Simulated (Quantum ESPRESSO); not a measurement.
Consider K (Im-3m).

```cif
data_structure
_symmetry_space_group_name_H-M 'P 1'
_symmetry_Int_Tables_number 1
_cell_length_a 4.5250
_cell_length_b 4.5250
_cell_length_c 4.5250
_cell_angle_alpha 109.471
_cell_angle_beta 109.471
_cell_angle_gamma 109.471
_cell_volume 71.32
loop_
_atom_site_label
_atom_site_type_symbol
_atom_site_fract_x
_atom_site_fract_y
_atom_site_fract_z
_atom_site_occupancy
K1 K 0.00000 0.00000 0.00000 1
```

Absorber: atom 1, with 8 K at 4.52 Å and 6 K at 5.22 Å (cube and octahedron, as in bcc, site symmetry m-3m). Method: Quantum ESPRESSO XSpectra, PBEsol, excited-electron core hole (neutral cell), 4-atom cell with 7.4 Å between holes, 6×6×6 k points, dipole transitions, Lorentzian half width 0.37 eV up to 4 eV, rising linearly to 2.5 eV at 25 eV.

The database entry behind the starting cell lists a temperature near 5 K, so it need not match the best structure at ambient conditions.

Q: What does the K K edge look like?

Main maxima up to 30 eV above the zero (height): 0.9 eV (1.34), 3.6 eV (1.15), 4.7 eV (0.99), 6.8 eV (1.71) and 17.6 eV (1.08). A K edge sees empty p states on the absorber. The total-energy difference is 3619.05 eV. One term is added: -19.86 eV, since the hole is spin-paired here and a spin-polarised one costs that much less in the free atom (computed apart). The photon energy is then 3599.19 eV. The tabulated edge of the element is 3608.4 eV. The functional leaves an error in such absolute values: in the free atom PBEsol prices this hole 5.3 eV below PBE (computed apart), and PBE is itself good to a few eV.

The K K spectrum (energy from the energy zero of the input (xe0, at the border of filled and empty states); intensity scaled to a mean of 1 over the first 20 eV; the points at xe0, where the cut of filled states can leave a spike, are interpolated):

| E (eV) | intensity |
| --- | --- |
| -2.0 | 0.06 |
| -1.5 | 0.08 |
| -1.0 | 0.12 |
| -0.5 | 0.21 |
| 0.0 | 0.54 |
| 0.5 | 0.99 |
| 1.0 | 1.32 |
| 1.5 | 0.64 |
| 2.0 | 0.46 |
| 2.5 | 0.51 |
| 3.0 | 0.81 |
| 3.5 | 1.12 |
| 4.0 | 1.02 |
| 4.5 | 0.98 |
| 5.0 | 0.92 |
| 5.5 | 0.90 |
| 6.0 | 1.15 |
| 6.5 | 1.58 |
| 7.0 | 1.66 |
| 7.5 | 1.35 |
| 8.0 | 1.08 |
| 8.5 | 0.95 |
| 9.0 | 0.90 |
| 9.5 | 0.88 |
| 10.0 | 0.87 |
| 10.5 | 0.89 |
| 11.0 | 0.92 |
| 11.5 | 0.95 |
| 12.0 | 0.98 |
| 12.5 | 1.00 |
| 13.0 | 1.00 |
| 13.5 | 1.00 |
| 14.0 | 1.01 |
| 14.5 | 1.00 |
| 15.0 | 1.00 |
| 15.5 | 1.01 |
| 16.0 | 1.03 |
| 16.5 | 1.05 |
| 17.0 | 1.07 |
| 17.5 | 1.08 |
| 18.0 | 1.07 |
| 18.5 | 1.06 |
| 19.0 | 1.03 |
| 19.5 | 1.01 |
| 20.0 | 0.98 |
| 20.5 | 0.97 |
| 21.0 | 0.96 |
| 21.5 | 0.96 |
| 22.0 | 0.96 |
| 22.5 | 0.96 |
| 23.0 | 0.96 |
| 23.5 | 0.96 |
| 24.0 | 0.96 |
| 24.5 | 0.96 |
| 25.0 | 0.95 |
| 25.5 | 0.95 |
| 26.0 | 0.95 |
| 26.5 | 0.94 |
| 27.0 | 0.93 |
| 27.5 | 0.92 |
| 28.0 | 0.92 |
| 28.5 | 0.91 |
| 29.0 | 0.91 |
| 29.5 | 0.92 |
| 30.0 | 0.94 |
| 30.5 | 0.96 |
| 31.0 | 0.98 |
| 31.5 | 0.99 |
| 32.0 | 1.00 |

The structure is a published determination, not relaxed.

[Banner, clock and machine lines of the logs are left out without a mark of their own.]

[Logs are printed without paths, hosts, clocks, repeated set-up lines and the standing remarks that a program may print on its own settings, such as how far it seeks lower states.]

[Hosts, paths, dates, database ids (printed as entryN), source tags and the programs' standing remarks are cut or masked in the printed files.]

[Lists of maxima count a maximum above −3 eV only where it reaches 4 % of the highest in the window and stands out from its surroundings by 2 % of it (1.5 % where it reaches 55 %); shoulders and weaker maxima are passed over, and of the rest the first, up to two pre-edge ones and the few strongest are named.]
